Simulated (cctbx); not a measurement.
**Ca11Gd2Lu with cctbx, script by script**

Library: cctbx 2025.11. The data are simulated by the first script.

## 1. Simulate the data

run.py:

```python
from cctbx import adptbx, crystal, miller, sgtbx, xray
from cctbx.array_family import flex
from iotbx.shelx import hklf
from scitbx import matrix
import scitbx.random

cs = crystal.symmetry(unit_cell=(5.476, 10.993, 16.041, 90, 90, 90), space_group_symbol='Hall: -I 2 2')  # Immm
atoms = [  # label, site, U (iso, or U11 U22 U33 U12 U13 U23 in A^2), occupancy
    ("Lu1", (0, 0, 0), (0.0093, 0.0104, 0.0112, 0.0000, 0.0000, 0.0000), 1),
    ("Gd1", (0.5, 0.5, 0.7932), (0.0102, 0.0109, 0.0112, 0.0000, 0.0000, 0.0000), 1),
    ("Ca1", (0.5, 0.317, 0), (0.0182, 0.0159, 0.0194, 0.0000, 0.0000, 0.0000), 1),
    ("Ca2", (0, 0.646, 0.6616), (0.0214, 0.0195, 0.0172, 0.0000, 0.0000, -0.0024), 1),
    ("Ca3", (0, 0.7115, 0.8688), (0.0199, 0.0184, 0.0170, 0.0000, 0.0000, 0.0028), 1),
    ("Ca4", (0, 0.5, 0), (0.0183, 0.0190, 0.0193, -0.0000, 0.0000, 0.0000), 1),
]
xs = xray.structure(crystal_symmetry=cs)
for label, site, u, occ in atoms:
    u = adptbx.u_cif_as_u_star(cs.unit_cell(), u) if isinstance(u, tuple) else u
    xs.add_scatterer(xray.scatterer(label, site=site, u=u, occupancy=occ))
xs.set_inelastic_form_factors(1.54184, "sasaki")
xs.show_summary()
p1 = xs.expand_to_p1()
ms = miller.build_set(p1, anomalous_flag=True, d_min=0.83)
flex.set_random_seed(39932)
scitbx.random.set_random_seed(39932)
ms = ms.select(flex.random_double(ms.size()) < 0.8)
i = ms.structure_factors_from_scatterers(p1, algorithm="direct").f_calc().as_intensity_array().data()
i = i * 20000 / flex.max(i)
sig = flex.sqrt(i + flex.pow2(0.03 * i) + 15 ** 2)
noise = scitbx.random.variate(scitbx.random.normal_distribution())(i.size())
data = ms.array(data=i + sig * noise, sigmas=sig).set_observation_type_xray_intensity()
with open("data.hkl", "w") as f:
    data.export_as_shelx_hklf(f)
print("reflections written:", data.size(), " <I/sigma> = %.1f" % flex.mean(data.data() / data.sigmas()))
for h, a, b in list(data.sort("data"))[:12]:
    print("%4d%4d%4d %9.1f %7.1f" % (h + (a, b)))
```

```console
$ python run.py
```

```text
Number of scatterers: 6
At special positions: 6
Unit cell: (5.476, 10.993, 16.041, 90, 90, 90)
Space group: I m m m (No. 71)
reflections written: 5661  <I/sigma> = 6.4
   2   0   0   20184.0   616.6
  -2   0   0   20079.7   616.6
   1  -3   0    8863.8   276.9
  -1  -3   0    8810.0   276.9
   4   0   0    8715.8   270.0
   1   3   0    8624.9   276.9
   1  -2   3    7781.9   242.0
  -1   2  -3    7683.8   242.0
  -1   2   3    7650.5   242.0
  -1  -2  -3    7591.6   242.0
   1   2  -3    7493.0   242.0
   1  -2  -3    7374.4   242.0
```

Run time: 0.26 s on 1 thread of Intel(R) Xeon(R) CPU @ 2.60GHz (Ice Lake), with other jobs on the host, peak memory 0.07 GiB.

## 2. Refinement (right model, isotropic)

run.py:

```python
import math
from cctbx import adptbx, crystal, maptbx, sgtbx, xray
from cctbx.array_family import flex
from cctbx.xray import observations
from iotbx.shelx import hklf
from scitbx.lstbx import normal_eqns_solving
from smtbx import absolute_structure, utils
from smtbx.refinement import constraints, least_squares

cs = crystal.symmetry(unit_cell=(5.476, 10.993, 16.041, 90, 90, 90), space_group_symbol='Hall: -I 2 2')  # Immm
atoms = [  # label, site, U (iso, or U11 U22 U33 U12 U13 U23 in A^2), occupancy
    ("Lu1", (0, 0, 0), 0.0200, 1),
    ("Gd1", (0.5, 0.5, 0.786), 0.0200, 1),
    ("Ca1", (0.5, 0.3213, 0), 0.0200, 1),
    ("Ca2", (0, 0.6387, 0.6649), 0.0200, 1),
    ("Ca3", (0, 0.7191, 0.8696), 0.0200, 1),
    ("Ca4", (0, 0.5, 0), 0.0200, 1),
]
xs = xray.structure(crystal_symmetry=cs)
for label, site, u, occ in atoms:
    u = adptbx.u_cif_as_u_star(cs.unit_cell(), u) if isinstance(u, tuple) else u
    xs.add_scatterer(xray.scatterer(label, site=site, u=u, occupancy=occ))
xs.set_inelastic_form_factors(1.54184, "sasaki")
raw = hklf.reader(file_name="data.hkl").as_miller_arrays(crystal_symmetry=cs, anomalous=True)[0]
merged = raw.eliminate_sys_absent().merge_equivalents()
fo2 = merged.array().set_observation_type_xray_intensity()
print("Rint %.3f, %d unique reflections to %.2f A" % (merged.r_int(), fo2.size(), fo2.d_min()))
for sc in xs.scatterers():
    sc.flags.set_grad_site(True)
    sc.flags.set_grad_u_aniso(sc.flags.use_u_aniso())
    sc.flags.set_grad_u_iso(sc.flags.use_u_iso())
obs = fo2.as_xray_observations()
extra = {}
rep = constraints.reparametrisation(xs, [], utils.connectivity_table(xs), **extra)
ls = least_squares.crystallographic_ls(obs, rep, weighting_scheme=least_squares.mainstream_shelx_weighting(a=0, b=0))
print("cycle     R1     wR2    GooF  max shift (A)")
for cycle in range(8):
    ls.build_up()
    r1, wr2, goof = ls.r1_factor(cutoff_factor=2)[0], ls.wR2(), ls.goof()
    old = xs.sites_cart()
    normal_eqns_solving.levenberg_marquardt_iterations(ls, n_max_iterations=3, tau=1e-06, step_threshold=1e-7)
    big = flex.max((xs.sites_cart() - old).norms())
    print("%4d %7.4f %7.4f %7.3f %9.5f" % (cycle + 1, r1, wr2, goof, big))
    ls.build_up(objective_only=True)
    if abs(ls.wR2() - wr2) < 5e-5 and big < 5e-4:
        break
ls.build_up()
print("final R1 %.4f wR2 %.4f GooF %.3f  parameters %d  data/parameter %.1f" % (ls.r1_factor(cutoff_factor=2)[0], ls.wR2(), ls.goof(), ls.n_parameters, fo2.size() / ls.n_parameters))
cov = ls.covariance_matrix_and_annotations()
su = dict(zip(cov.annotations, (math.sqrt(max(v, 0)) for v in cov.matrix.matrix_packed_u_diagonal())))
a2 = cs.unit_cell().reciprocal_parameters()[0] ** -2
print("atom        x        y        z      Ueq    occ   su(xyz)  su(Uiso or U11)")
for sc in xs.scatterers():
    s = max(su.get(sc.label + k, 0) for k in (".x", ".y", ".z"))
    npd = "" if sc.is_positive_definite_u(cs.unit_cell()) else "  NPD"
    print("%-5s %8.5f %8.5f %8.5f %8.4f %6.3f %8.5f %7.4f%s" % ((sc.label,) + sc.site + (sc.u_iso_or_equiv(cs.unit_cell()), sc.occupancy, s, su.get(sc.label + ".uiso", su.get(sc.label + ".u11", 0) * a2), npd)))
fo = fo2.f_sq_as_f()
fc = fo.structure_factors_from_scatterers(xs, algorithm="direct").f_calc()
diff = fo.f_obs_minus_f_calc(1 / math.sqrt(ls.scale_factor()), fc).average_bijvoet_mates()
m = diff.fft_map(symmetry_flags=maptbx.use_space_group_symmetry, resolution_factor=0.25).apply_volume_scaling()
print("difference map: max %.2f min %.2f rms %.2f" % (m.statistics().max(), m.statistics().min(), m.statistics().sigma()))
peaks = m.peak_search(parameters=maptbx.peak_search_parameters(min_distance_sym_equiv=0.6, max_clusters=6)).all()
near = xs.closest_distances(peaks.sites(), distance_cutoff=4)
sps = cs.special_position_settings(min_distance_sym_equiv=0.5)
for k, (x, h) in enumerate(zip(peaks.sites(), peaks.heights())):
    ss = sps.site_symmetry(x)
    print("Q%-3d %7.4f %7.4f %7.4f %4d %7.2f  %.2f A from %s" % ((k + 1,) + tuple(t % 1 for t in ss.exact_site()) + (ss.multiplicity(), h, near.smallest_distances[k], xs.scatterers()[near.i_seqs[k]].label)))
```

```console
$ python run.py
```

```text
Rint 0.036, 539 unique reflections to 0.83 A
cycle     R1     wR2    GooF  max shift (A)
   1  0.2156  0.4515  15.379   0.11527
   2  0.0174  0.0350   1.192   0.00004
final R1 0.0174 wR2 0.0350 GooF 1.192  parameters 12  data/parameter 44.9
atom        x        y        z      Ueq    occ   su(xyz)  su(Uiso or U11)
Lu1    0.00000  0.00000  0.00000   0.0104  1.000  0.00000  0.0001
Gd1    0.50000  0.50000  0.79319   0.0108  1.000  0.00003  0.0001
Ca1    0.50000  0.31692  0.00000   0.0177  1.000  0.00014  0.0003
Ca2    0.00000  0.64611  0.66163   0.0191  1.000  0.00010  0.0002
Ca3    0.00000  0.71140  0.86865   0.0184  1.000  0.00009  0.0002
Ca4    0.00000  0.50000  0.00000   0.0188  1.000  0.00000  0.0004
difference map: max 1.02 min -0.86 rms 0.15
Q1    0.0000  0.0000  0.0449    4    1.05  0.72 A from Lu1
Q2    0.0000  0.2536  0.1097    8    0.79  0.52 A from Ca3
Q3    0.2012  0.0000  0.5000    4    0.70  1.64 A from Ca4
Q4    0.0000  0.1474  0.2418    8    0.59  1.82 A from Gd1
Q5    0.0000  0.0000  0.2550    4    0.58  0.61 A from Gd1
Q6    0.0000  0.3775  0.0414    8    0.55  1.50 A from Ca4
```

Time: 0.36 s.

## 3. Refinement (right model, anisotropic)

run.py, as its changes from the last script of this kind:

```diff
@@ -12,6 +12,6 @@
-    ("Lu1", (0, 0, 0), 0.0200, 1),
-    ("Gd1", (0.5, 0.5, 0.786), 0.0200, 1),
-    ("Ca1", (0.5, 0.3213, 0), 0.0200, 1),
-    ("Ca2", (0, 0.6387, 0.6649), 0.0200, 1),
-    ("Ca3", (0, 0.7191, 0.8696), 0.0200, 1),
-    ("Ca4", (0, 0.5, 0), 0.0200, 1),
+    ("Lu1", (0, 0, 0), 0.0104, 1),
+    ("Gd1", (0.5, 0.5, 0.79319), 0.0108, 1),
+    ("Ca1", (0.5, 0.31692, 0), 0.0177, 1),
+    ("Ca2", (0, 0.64611, 0.66163), 0.0191, 1),
+    ("Ca3", (0, 0.7114, 0.86865), 0.0184, 1),
+    ("Ca4", (0, 0.5, 0), 0.0188, 1),
@@ -23,0 +24 @@
+xs.convert_to_anisotropic()
```

```console
$ python run.py
```

```text
Rint 0.036, 539 unique reflections to 0.83 A
cycle     R1     wR2    GooF  max shift (A)
   1  0.0174  0.0350   1.208   0.00160
   2  0.0139  0.0275   0.951   0.00000
final R1 0.0139 wR2 0.0275 GooF 0.951  parameters 26  data/parameter 20.7
atom        x        y        z      Ueq    occ   su(xyz)  su(Uiso or U11)
Lu1    0.00000  0.00000  0.00000   0.0103  1.000  0.00000  0.0002
Gd1    0.50000  0.50000  0.79318   0.0108  1.000  0.00002  0.0002
Ca1    0.50000  0.31693  0.00000   0.0179  1.000  0.00011  0.0006
Ca2    0.00000  0.64602  0.66162   0.0191  1.000  0.00008  0.0004
Ca3    0.00000  0.71152  0.86871   0.0185  1.000  0.00008  0.0004
Ca4    0.00000  0.50000  0.00000   0.0188  1.000  0.00000  0.0008
difference map: max 0.74 min -0.63 rms 0.13
Q1    0.0000  0.0000  0.0588    4    0.75  0.94 A from Lu1
Q2    0.2046  0.0000  0.5000    4    0.62  1.62 A from Ca4
Q3    0.0000  0.3709  0.0525    8    0.58  1.56 A from Ca3
Q4    0.0000  0.1666  0.4329    8    0.57  1.09 A from Ca1
Q5    0.0000  0.1484  0.2436    8    0.54  1.82 A from Gd1
Q6    0.0000  0.1830  0.3170    8    0.53  1.91 A from Ca2
```

Time: 0.33 s.

## 4. Refinement

run.py, as its changes from the last script of this kind:

```diff
@@ -12,6 +12,6 @@
-    ("Lu1", (0, 0, 0), 0.0104, 1),
-    ("Gd1", (0.5, 0.5, 0.79319), 0.0108, 1),
-    ("Ca1", (0.5, 0.31692, 0), 0.0177, 1),
-    ("Ca2", (0, 0.64611, 0.66163), 0.0191, 1),
-    ("Ca3", (0, 0.7114, 0.86865), 0.0184, 1),
-    ("Ca4", (0, 0.5, 0), 0.0188, 1),
+    ("Lu1", (0, 0, 0), 0.0200, 1),
+    ("Gd1", (0.5, 0.5, 0.8035), 0.0200, 1),
+    ("Ca1", (0.5, 0.3116, 0), 0.0200, 1),
+    ("Ca2", (0, 0.6565, 0.6681), 0.0200, 1),
+    ("Ca3", (0, 0.7046, 0.8518), 0.0200, 1),
+    ("Ca4", (0, 0.5, 0), 0.0200, 1),
@@ -24 +23,0 @@
-xs.convert_to_anisotropic()
@@ -38 +37 @@
-for cycle in range(8):
+for cycle in range(10):
@@ -42 +41 @@
-    normal_eqns_solving.levenberg_marquardt_iterations(ls, n_max_iterations=3, tau=1e-06, step_threshold=1e-7)
+    normal_eqns_solving.levenberg_marquardt_iterations(ls, n_max_iterations=3, tau=0.0001, step_threshold=1e-7)
```

```console
$ python run.py
```

```text
Rint 0.036, 539 unique reflections to 0.83 A
cycle     R1     wR2    GooF  max shift (A)
   1  0.3741  0.6954  23.684   0.28168
   2  0.0175  0.0351   1.196   0.00150
   3  0.0174  0.0350   1.192   0.00000
final R1 0.0174 wR2 0.0350 GooF 1.192  parameters 12  data/parameter 44.9
atom        x        y        z      Ueq    occ   su(xyz)  su(Uiso or U11)
Lu1    0.00000  0.00000  0.00000   0.0104  1.000  0.00000  0.0001
Gd1    0.50000  0.50000  0.79319   0.0108  1.000  0.00003  0.0001
Ca1    0.50000  0.31692  0.00000   0.0177  1.000  0.00014  0.0003
Ca2    0.00000  0.64611  0.66163   0.0191  1.000  0.00010  0.0002
Ca3    0.00000  0.71140  0.86865   0.0184  1.000  0.00009  0.0002
Ca4    0.00000  0.50000  0.00000   0.0188  1.000  0.00000  0.0004
difference map: max 1.02 min -0.86 rms 0.15
Q1    0.0000  0.0000  0.0449    4    1.05  0.72 A from Lu1
Q2    0.0000  0.2536  0.1097    8    0.79  0.52 A from Ca3
Q3    0.2012  0.0000  0.5000    4    0.70  1.64 A from Ca4
Q4    0.0000  0.1474  0.2418    8    0.59  1.82 A from Gd1
Q5    0.0000  0.0000  0.2550    4    0.58  0.61 A from Gd1
Q6    0.0000  0.3775  0.0414    8    0.55  1.50 A from Ca4
```

Time: 0.36 s.

This run holds a fault made on purpose: start far from the minimum.

## 5. Refinement

run.py, as its changes from the last script of this kind:

```diff
@@ -12,6 +12,6 @@
-    ("Lu1", (0, 0, 0), 0.0200, 1),
-    ("Gd1", (0.5, 0.5, 0.8035), 0.0200, 1),
-    ("Ca1", (0.5, 0.3116, 0), 0.0200, 1),
-    ("Ca2", (0, 0.6565, 0.6681), 0.0200, 1),
-    ("Ca3", (0, 0.7046, 0.8518), 0.0200, 1),
-    ("Ca4", (0, 0.5, 0), 0.0200, 1),
+    ("Lu1", (0, 0, 0), 0.0104, 1),
+    ("Gd1", (0.5, 0.5, 0.79319), 0.0108, 1),
+    ("Ca1", (0.5, 0.31692, 0), 0.0177, 1),
+    ("Ca2", (0, 0.64611, 0.66163), 0.0191, 1),
+    ("Ca3", (0, 0.7114, 0.86865), 0.0184, 1),
+    ("Ca4", (0, 0.5, 0), 0.0188, 1),
@@ -23 +23,2 @@
-xs.set_inelastic_form_factors(1.54184, "sasaki")
+# no anomalous dispersion
+xs.convert_to_anisotropic()
@@ -37 +38 @@
-for cycle in range(10):
+for cycle in range(12):
@@ -41 +42 @@
-    normal_eqns_solving.levenberg_marquardt_iterations(ls, n_max_iterations=3, tau=0.0001, step_threshold=1e-7)
+    normal_eqns_solving.levenberg_marquardt_iterations(ls, n_max_iterations=3, tau=1e-06, step_threshold=1e-7)
```

```console
$ python run.py
```

```text
Rint 0.036, 539 unique reflections to 0.83 A
cycle     R1     wR2    GooF  max shift (A)
   1  0.0947  0.1838   6.345   0.00554
   2  0.0482  0.0858   2.961   0.00003
final R1 0.0482 wR2 0.0858 GooF 2.961  parameters 26  data/parameter 20.7
atom        x        y        z      Ueq    occ   su(xyz)  su(Uiso or U11)
Lu1    0.00000  0.00000  0.00000   0.0138  1.000  0.00000  0.0006
Gd1    0.50000  0.50000  0.79312   0.0161  1.000  0.00006  0.0005
Ca1    0.50000  0.31642  0.00000   0.0082  1.000  0.00033  0.0017
Ca2    0.00000  0.64585  0.66185   0.0092  1.000  0.00024  0.0012
Ca3    0.00000  0.71164  0.86893   0.0086  1.000  0.00024  0.0012
Ca4    0.00000  0.50000  0.00000   0.0090  1.000  0.00000  0.0025
difference map: max 3.51 min -3.11 rms 0.51
Q1    0.0000  0.5000  0.0000    2    3.51  0.00 A from Ca4
Q2    0.0000  0.3700  0.2065    8    2.97  1.51 A from Ca3
Q3    0.0000  0.1611  0.2494    8    2.91  1.90 A from Gd1
Q4    0.0000  0.1742  0.3303    8    2.86  1.98 A from Ca2
Q5    0.0000  0.3370  0.3282    8    2.74  0.25 A from Ca2
Q6    0.0000  0.3033  0.0939    8    2.73  0.62 A from Ca3
```

Time: 0.35 s.

This run holds a fault made on purpose: anomalous dispersion left out.

## 6. Refinement

run.py, as its changes from the last script of this kind:

```diff
@@ -23 +23 @@
-# no anomalous dispersion
+xs.set_inelastic_form_factors(0.71073, "sasaki")
```

```console
$ python run.py
```

```text
Rint 0.036, 539 unique reflections to 0.83 A
cycle     R1     wR2    GooF  max shift (A)
   1  0.0857  0.1664   5.744   0.00537
   2  0.0450  0.0799   2.759   0.00003
final R1 0.0450 wR2 0.0799 GooF 2.759  parameters 26  data/parameter 20.7
atom        x        y        z      Ueq    occ   su(xyz)  su(Uiso or U11)
Lu1    0.00000  0.00000  0.00000   0.0134  1.000  0.00000  0.0006
Gd1    0.50000  0.50000  0.79312   0.0160  1.000  0.00006  0.0005
Ca1    0.50000  0.31643  0.00000   0.0097  1.000  0.00031  0.0016
Ca2    0.00000  0.64588  0.66183   0.0107  1.000  0.00022  0.0011
Ca3    0.00000  0.71163  0.86893   0.0101  1.000  0.00022  0.0011
Ca4    0.00000  0.50000  0.00000   0.0106  1.000  0.00000  0.0023
difference map: max 3.09 min -2.98 rms 0.48
Q1    0.0000  0.5000  0.0000    2    3.09  0.00 A from Ca4
Q2    0.0000  0.1597  0.2482    8    2.96  1.90 A from Gd1
Q3    0.0000  0.1749  0.3295    8    2.96  1.97 A from Ca2
Q4    0.0000  0.3702  0.2073    8    2.91  1.52 A from Ca3
Q5    0.0000  0.3378  0.3273    8    2.69  0.25 A from Ca2
Q6    0.0000  0.2243  0.5000    4    2.66  0.45 A from Ca1
```

It took 0.35 s on 1 thread of Intel(R) Xeon(R) CPU @ 2.60GHz (Ice Lake), with other jobs on the host, peak memory 0.09 GiB.

This run holds a fault made on purpose: dispersion terms of the wrong wavelength.

[Logs are printed without paths, hosts, clocks, repeated set-up lines and the standing remarks that a program may print on its own settings, such as how far it seeks lower states.]
